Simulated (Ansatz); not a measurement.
# Si(111) with different end groups on 100 % of the top atoms (PBE)

How far can end groups move the ionisation potential of Si(111)?

All values are computed: Ansatz 0.2.0, PBE, plane waves, scalar-relativistic unless marked; slabs or sheets with vacuum, the vacuum level from the planar mean of the electrostatic potential. 2×2 cells of six atomic planes, hydrogen on the lower face and on the remaining top atoms, dipole correction on.

```
group  ionisation potential, upper face (eV)  lower (H) face (eV)  difference (eV)  dipole a group against H (D)
   Li                                   2.68                 4.60            -1.92                         +0.65
  CH3                                   3.83                 4.65            -0.82                         +0.28
   OH                                   4.30                 4.48            -0.18                         +0.06
   SH                                   4.88                 4.41            +0.47                         -0.16
   Br                                   5.34                 4.54            +0.80                         -0.27
   Cl                                   5.75                 4.58            +1.17                         -0.40
    F                                   6.60                 4.54            +2.06                         -0.70
```

The same valence top is seen through two surface dipoles, so the difference of the faces isolates the group. It runs from -1.92 eV (Li) to +2.06 eV (F). A group that leaves negative charge outermost raises the barrier, and one that ends in positive charge lowers it.

**Worked step.** ΔΦ = −μ/(ε₀A), with μ the dipole of one cell along the outward normal; in working units μ (D) = −ΔΦ (eV) × A (Å²) / 37.7. For F: −(+2.06) × 51.1 / 37.7 = -2.79 D a cell, shared by 4 groups: -0.70 D each.

Where a group brings filled states above the slab's valence band, the valence top is that state. Semilocal levels lie too high, so differences are more trustworthy than the values.

In 2 of the 14 runs the program warns that some density reaches the dipole ramp in the vacuum, so their vacuum levels can be a little off.

[Logs are printed without paths, hosts, clocks, repeated set-up lines and the standing remarks that a program may print on its own settings, such as how far it seeks lower states.]
